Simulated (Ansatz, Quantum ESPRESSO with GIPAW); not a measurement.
# Reading a 13C spectrum of C5H8O3

A crystal of composition C5H8O3 (one database entry, not always the ambient form) has the 13C spectrum and parameters below, calculated by GIPAW (PBEsol; shifts against TMS, scatter of the reference line 0.8 ppm; spans on the shift scale).

Simulated spectrum: 13C static powder, 9.4 T (100.7 MHz), lines broadened by 4.6 ppm; rigid lattice, with dipolar and J couplings left out.

δ (ppm), intensity and a bar:
```
    255.9       0.00 
    247.0       0.00 
    238.1       0.00 
    229.3       0.02 
    221.1       0.05 #
    212.2       0.05 ##
    203.4       0.06 ##
    195.2       0.06 ##
    186.3       0.06 ##
    177.5       0.07 ##
    169.3       0.08 ##
    160.4       0.09 ###
    151.5       0.14 ####
    150.2       0.14 ####
    142.7       0.10 ###
    134.5       0.08 ###
    125.6       0.08 ##
    116.8       0.08 ##
    108.6       0.33 ##########
     99.7       0.47 ##############
     95.6       0.58 #################
     90.9       0.41 ############
     82.7       0.28 ########
     73.8       0.23 #######
     64.9       0.20 ######
     56.1       0.18 #####
     47.9       0.16 #####
     39.0       0.15 ####
     30.2       0.13 ####
     22.0       0.85 #########################
     19.3       1.00 ##############################
     13.1       0.66 ####################
      4.3       0.45 ##############
     -3.9       0.09 ###
    -12.8       0.01 
    -21.7       0.00 
    -29.8       0.00
```

Most prominent maxima (ppm: height): 95.6: 0.58, 19.3: 1.00.

```tsv
line	δ_iso (ppm)	relative area	span (ppm)	skew
A	156.8	1	136.6	-0.14
B	80.7	2	75.5	0.58
C	15.0	2	30.4	0.40
```

**Question.** What do these values say of the surroundings and site symmetry of C?

The areas settle A, whose multiplicities are unique. The bonded neighbours set the region: A with O3; B with OC2H; C with CH3. The structure behind these values (space group C2/c; other structures could give like values):

```tsv
line	surroundings	neighbours	bonds (Å)	site symmetry
A	CO3	3	1.22 to 1.34	2
B	COC2H	4	1.10 to 1.54	1
C	CCH3	4	1.10 to 1.50	1
```

[Banner, clock, file and message-heading lines were taken out of the pw.x and gipaw.x logs.]

[Logs are printed without paths, hosts, clocks, repeated set-up lines and the standing remarks that a program may print on its own settings, such as how far it seeks lower states.]

[Hosts, paths, dates, database ids (printed as entryN), source tags and the programs' standing remarks are cut or masked in the printed files.]
